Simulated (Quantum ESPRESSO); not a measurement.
# Dielectric function and optical constants of PbO (Litharge)

Wanted: where PbO (Litharge) starts to absorb, how strongly, and its refractive index. The cell comes from an older database entry, whose edges can differ from later determinations, mostly by under a per cent.

Method: DFT, PBE, plane waves with norm-conserving potentials (PseudoDojo), scalar-relativistic, independent-particle optical response without local fields and without the non-local commutator, in Quantum ESPRESSO 7.5.

The database entry behind the starting cell differs from later determinations by our own check (an axis about 0.4 % long against later determinations), so it need not match the best structure at ambient conditions.

**1. The structure**

It takes space group P4/nmm (No. 129, tetragonal). The conventional cell has a = 3.990 Å, b = 3.990 Å, c = 5.010 Å, α = 90.00°, β = 90.00°, γ = 90.00°. Pb has 4 O at 2.33 Å nearest. O has 4 Pb at 2.33 Å nearest. Farther neighbours and most contacts between anions are not listed.

**2. Ground state**

The self-consistent density comes first; it also tells whether there is a gap, which decides the occupations and the need for a Drude term.

This step: DFT, PBE, plane waves with norm-conserving potentials (PseudoDojo), scalar-relativistic, ground state (Quantum ESPRESSO 7.5).

File scf.in:

```
&control
  calculation = 'scf'
  prefix = 'x'
  outdir = './tmp'
  pseudo_dir = './'
  verbosity = 'high'
/
&system
  ibrav = 0
  nat = 4
  ntyp = 2
  ecutwfc = 90
  occupations = 'smearing'
  smearing = 'fd'
  degauss = 0.003675
  nbnd = 24
/
&electrons
  conv_thr = 1e-09
  electron_maxstep = 100
/
ATOMIC_SPECIES
  Pb 1.0 Pb.upf
  O 1.0 O.upf
CELL_PARAMETERS angstrom
  3.990000000000 0.000000000000 0.000000000000
  0.000000000000 3.990000000000 0.000000000000
  0.000000000000 0.000000000000 5.010000000000
ATOMIC_POSITIONS crystal
  Pb 0.500000000000 0.000000000000 0.760000000000
  Pb 0.000000000000 0.500000000000 0.240000000000
  O 0.500000000000 0.500000000000 0.000000000000
  O 0.000000000000 0.000000000000 0.000000000000
K_POINTS automatic
  6 6 5 0 0 0
```

The run is started by

```
mpirun -n 4 pw.x -nk 4 -in scf.in
```

The log of the run:

```text
for quantum simulation of materials; please cite

     using ibrav=0 with symmetry is DISCOURAGED, use correct ibrav instead

     G-vector sticks info
     --------------------
     sticks:   dense  smooth     PW     G-vecs:    dense   smooth      PW
     Sum        1617    1617    465                62081    62081    9455

     Using Slab Decomposition

     bravais-lattice index     =            0
     lattice parameter (alat)  =       7.5400  a.u.
     unit-cell volume          =     538.2451 (a.u.)^3
     number of atoms/cell      =            4
     number of atomic types    =            2
     number of electrons       =        40.00
     number of Kohn-Sham states=           24
     kinetic-energy cutoff     =      90.0000  Ry
     charge density cutoff     =     360.0000  Ry
     scf convergence threshold =      1.0E-09
     mixing beta               =       0.7000
     number of iterations used =            8  plain     mixing
     Exchange-correlation= PBE
                           (   1   4   3   4   0   0   0)

     celldm(1)=   7.540007  celldm(2)=   0.000000  celldm(3)=   0.000000
     celldm(4)=   0.000000  celldm(5)=   0.000000  celldm(6)=   0.000000

     crystal axes: (cart. coord. in units of alat)
               a(1) = (   1.000000   0.000000   0.000000 )
               a(2) = (   0.000000   1.000000   0.000000 )
               a(3) = (   0.000000   0.000000   1.255639 )

     reciprocal axes: (cart. coord. in units 2 pi/alat)
               b(1) = (  1.000000  0.000000  0.000000 )
               b(2) = (  0.000000  1.000000  0.000000 )
               b(3) = (  0.000000  0.000000  0.796407 )

     ./Pb.upf
     Pseudo is Norm-conserving + core correction, Zval = 14.0
     Generated using ONCVPSP code by D. R. Hamann
     Using radial grid of 1678 points,  6 beta functions with:
                l(1) =   0
                l(2) =   0
                l(3) =   1
                l(4) =   1
                l(5) =   2
                l(6) =   2

     ./O.upf
     Pseudo is Norm-conserving + core correction, Zval =  6.0
     Generated using ONCVPSP code by D. R. Hamann
     Using radial grid of  936 points,  5 beta functions with:
                l(1) =   0
                l(2) =   0
                l(3) =   1
                l(4) =   1
                l(5) =   2

     atomic species   valence    mass     pseudopotential
     Pb               14.00     1.00000     Pb( 1.00)
     O                 6.00     1.00000     O ( 1.00)

     16 Sym. Ops., with inversion, found ( 8 have fractional translation)

                                    s                        frac. trans.

     [... symmetry matrices left out ...]
   Cartesian axes

     site n.     atom                  positions (alat units)
         1        Pb     tau(   1) = (   0.5000000   0.0000000   0.9542857  )
         2        Pb     tau(   2) = (   0.0000000   0.5000000   0.3013534  )
         3        O      tau(   3) = (   0.5000000   0.5000000   0.0000000  )
         4        O      tau(   4) = (   0.0000000   0.0000000   0.0000000  )

   Crystallographic axes

     site n.     atom                  positions (cryst. coord.)
         1        Pb     tau(   1) = (  0.5000000  0.0000000  0.7600000  )
         2        Pb     tau(   2) = (  0.0000000  0.5000000  0.2400000  )
         3        O      tau(   3) = (  0.5000000  0.5000000  0.0000000  )
         4        O      tau(   4) = (  0.0000000  0.0000000  0.0000000  )

     number of k points=    30  Fermi-Dirac smearing, width (Ry)=  0.0037
                       cart. coord. in units 2pi/alat
        k(    1) = (   0.0000000   0.0000000   0.0000000), wk =   0.0111111
        k(    2) = (   0.0000000   0.0000000   0.1592814), wk =   0.0222222
        k(    3) = (   0.0000000   0.0000000   0.3185629), wk =   0.0222222
        k(    4) = (   0.0000000   0.1666667   0.0000000), wk =   0.0444444
        k(    5) = (   0.0000000   0.1666667   0.1592814), wk =   0.0888889
        k(    6) = (   0.0000000   0.1666667   0.3185629), wk =   0.0888889
        k(    7) = (   0.0000000   0.3333333   0.0000000), wk =   0.0444444
        k(    8) = (   0.0000000   0.3333333   0.1592814), wk =   0.0888889
        k(    9) = (   0.0000000   0.3333333   0.3185629), wk =   0.0888889
        k(   10) = (   0.0000000  -0.5000000   0.0000000), wk =   0.0222222
        k(   11) = (   0.0000000  -0.5000000   0.1592814), wk =   0.0444444
        k(   12) = (   0.0000000  -0.5000000   0.3185629), wk =   0.0444444
        k(   13) = (   0.1666667   0.1666667   0.0000000), wk =   0.0444444
        k(   14) = (   0.1666667   0.1666667   0.1592814), wk =   0.0888889
        k(   15) = (   0.1666667   0.1666667   0.3185629), wk =   0.0888889
        k(   16) = (   0.1666667   0.3333333   0.0000000), wk =   0.0888889
[...]
cryst. coord.
[...]
k(   23) = (   0.3333333   0.3333333   0.2000000), wk =   0.0888889
        k(   24) = (   0.3333333   0.3333333   0.4000000), wk =   0.0888889
        k(   25) = (   0.3333333  -0.5000000   0.0000000), wk =   0.0444444
        k(   26) = (   0.3333333  -0.5000000   0.2000000), wk =   0.0888889
        k(   27) = (   0.3333333  -0.5000000   0.4000000), wk =   0.0888889
        k(   28) = (  -0.5000000  -0.5000000   0.0000000), wk =   0.0111111
        k(   29) = (  -0.5000000  -0.5000000   0.2000000), wk =   0.0222222
        k(   30) = (  -0.5000000  -0.5000000   0.4000000), wk =   0.0222222

     Dense  grid:    62081 G-vectors     FFT dimensions: (  48,  48,  60)

     Initial potential from superposition of free atoms

     starting charge      39.9957, renormalised to      40.0000
     Starting wfcs are   26 randomized atomic wfcs

     Self-consistent Calculation

     iteration #  1     ecut=    90.00 Ry     beta= 0.70
     Davidson diagonalization with overlap

            90 MiB given to the printing process from OS
            63 MiB allocation reported by mallinfo(arena+hblkhd)
------------------
     ethr =  1.00E-02,  avg # of iterations =  2.1

     total energy              =    -346.85849285 Ry
     estimated scf accuracy    <       1.45295851 Ry

     iteration #  2     ecut=    90.00 Ry     beta= 0.70
     Davidson diagonalization with overlap

           113 MiB given to the printing process from OS
            86 MiB allocation reported by mallinfo(arena+hblkhd)
------------------
     ethr =  3.63E-03,  avg # of iterations =  3.6

     total energy              =    -346.22539838 Ry
     estimated scf accuracy    <       8.21517985 Ry

     iteration #  3     ecut=    90.00 Ry     beta= 0.70
     Davidson diagonalization with overlap

           115 MiB given to the printing process from OS
            88 MiB allocation reported by mallinfo(arena+hblkhd)
------------------
     ethr =  3.63E-03,  avg # of iterations =  3.4

     total energy              =    -347.67248796 Ry
     estimated scf accuracy    <       0.10233182 Ry

     iteration #  4     ecut=    90.00 Ry     beta= 0.70
     Davidson diagonalization with overlap

           117 MiB given to the printing process from OS
            90 MiB allocation reported by mallinfo(arena+hblkhd)
------------------
     ethr =  2.56E-04,  avg # of iterations =  2.0

     total energy              =    -347.65878980 Ry
     estimated scf accuracy    <       0.04466371 Ry

     iteration #  5     ecut=    90.00 Ry     beta= 0.70
     Davidson diagonalization with overlap

           118 MiB given to the printing process from OS
            92 MiB allocation reported by mallinfo(arena+hblkhd)
------------------
     ethr =  1.12E-04,  avg # of iterations =  2.4

     total energy              =    -347.67119584 Ry
     estimated scf accuracy    <       0.01164771 Ry

     iteration #  6     ecut=    90.00 Ry     beta= 0.70
     Davidson diagonalization with overlap

           121 MiB given to the printing process from OS
            94 MiB allocation reported by mallinfo(arena+hblkhd)
------------------
     ethr =  2.91E-05,  avg # of iterations =  1.3

     total energy              =    -347.67175485 Ry
     estimated scf accuracy    <       0.00114054 Ry

     iteration #  7     ecut=    90.00 Ry     beta= 0.70
     Davidson diagonalization with overlap

           122 MiB given to the printing process from OS
            96 MiB allocation reported by mallinfo(arena+hblkhd)
------------------
     ethr =  2.85E-06,  avg # of iterations =  4.5

     total energy              =    -347.67207181 Ry
     estimated scf accuracy    <       0.00007303 Ry

     iteration #  8     ecut=    90.00 Ry     beta= 0.70
     Davidson diagonalization with overlap

           124 MiB given to the printing process from OS
            97 MiB allocation reported by mallinfo(arena+hblkhd)
------------------
     ethr =  1.83E-07,  avg # of iterations =  1.8

     total energy              =    -347.67206618 Ry
     estimated scf accuracy    <       0.00002970 Ry

     iteration #  9     ecut=    90.00 Ry     beta= 0.70
     Davidson diagonalization with overlap

           126 MiB given to the printing process from OS
            99 MiB allocation reported by mallinfo(arena+hblkhd)
------------------
     ethr =  7.42E-08,  avg # of iterations =  2.0

     total energy              =    -347.67206977 Ry
     estimated scf accuracy    <       0.00000153 Ry

     iteration # 10     ecut=    90.00 Ry     beta= 0.70
     Davidson diagonalization with overlap

           128 MiB given to the printing process from OS
           101 MiB allocation reported by mallinfo(arena+hblkhd)
------------------
     ethr =  3.82E-09,  avg # of iterations =  2.6

     total energy              =    -347.67206999 Ry
     estimated scf accuracy    <       0.00000002 Ry

     iteration # 11     ecut=    90.00 Ry     beta= 0.70
     Davidson diagonalization with overlap

           128 MiB given to the printing process from OS
           101 MiB allocation reported by mallinfo(arena+hblkhd)
------------------
     ethr =  5.94E-11,  avg # of iterations =  4.5

     total energy              =    -347.67207001 Ry
     estimated scf accuracy    <       0.00000001 Ry

     iteration # 12     ecut=    90.00 Ry     beta= 0.70
     Davidson diagonalization with overlap

           128 MiB given to the printing process from OS
           101 MiB allocation reported by mallinfo(arena+hblkhd)
------------------
     ethr =  3.73E-11,  avg # of iterations =  1.4

     total energy              =    -347.67207001 Ry
     estimated scf accuracy    <          2.0E-09 Ry

     iteration # 13     ecut=    90.00 Ry     beta= 0.70
     Davidson diagonalization with overlap

           128 MiB given to the printing process from OS
           101 MiB allocation reported by mallinfo(arena+hblkhd)
------------------
     ethr =  5.07E-12,  avg # of iterations =  2.6

     End of self-consistent calculation

          k = 0.0000 0.0000 0.0000 (  7777 PWs)   bands (ev):

    -9.3996  -8.9038  -7.2061  -7.2061  -7.1519  -7.1181  -7.0499  -6.9947
    -6.9845  -6.9845  -6.9528  -5.6162   1.6814   2.0749   4.6701   4.6701
     7.1695   7.2611   7.2611   8.8076  11.2121  14.3334  14.3334  14.4276

     occupation numbers
     1.0000   1.0000   1.0000   1.0000   1.0000   1.0000   1.0000   1.0000
     1.0000   1.0000   1.0000   1.0000   1.0000   1.0000   1.0000   1.0000
     1.0000   1.0000   1.0000   1.0000   0.0000   0.0000   0.0000   0.0000

          k = 0.0000 0.0000 0.1593 (  7753 PWs)   bands (ev):

    -9.3907  -8.8977  -7.1905  -7.1905  -7.1366  -7.1304  -7.0416  -7.0033
    -7.0033  -7.0008  -6.9611  -5.6110   0.8315   3.1669   4.7259   4.7259
     7.1547   7.2520   7.2520   8.5899  10.9668  13.5276  13.5276  14.0528

     occupation numbers
     1.0000   1.0000   1.0000   1.0000   1.0000   1.0000   1.0000   1.0000
     1.0000   1.0000   1.0000   1.0000   1.0000   1.0000   1.0000   1.0000
     1.0000   1.0000   1.0000   1.0000   0.0000   0.0000   0.0000   0.0000

     [... further k points left out ...]

     the Fermi energy is     9.3968 ev

!    total energy              =    -347.67207001 Ry
     estimated scf accuracy    <          5.4E-12 Ry
     smearing contrib. (-TS)   =      -0.00000003 Ry
     internal energy E=F+TS    =    -347.67206998 Ry

     The total energy is F=E-TS. E is the sum of the following terms:
     one-electron contribution =    -105.06946384 Ry
     hartree contribution      =      81.30156915 Ry
     xc contribution           =     -96.76617207 Ry
     ewald contribution        =    -227.13800322 Ry

     convergence has been achieved in  13 iterations

     XML data file, charge density, pseudopotentials, collected wavefunctions

                                        0.00s GPU  (     383 calls)

=------------------------------------------------------------------------------=
   JOB DONE.
=------------------------------------------------------------------------------=
```

It took 26 s on 4 MPI ranks of Arm Neoverse V2, shared host; peak memory 0.13 GiB; 1.7 min of CPU time.

Numbers from this step:

```
total energy           : -347.7 Ry
gap on the k-mesh      : 1.145 eV
direct gap on the mesh : 2.083 eV
```

There is a gap, 1.14 eV on this mesh (points off the mesh can give less), so no carriers' term is needed.

(Part 1 of 3 ends here.)

[Machine, clock, banner and «Message from routine» lines are left out of the logs.]

[Logs are printed without paths, hosts, clocks, repeated set-up lines and the standing remarks that a program may print on its own settings, such as how far it seeks lower states.]

[Hosts, paths, dates, database ids (printed as entryN), source tags and the programs' standing remarks are cut or masked in the printed files.]
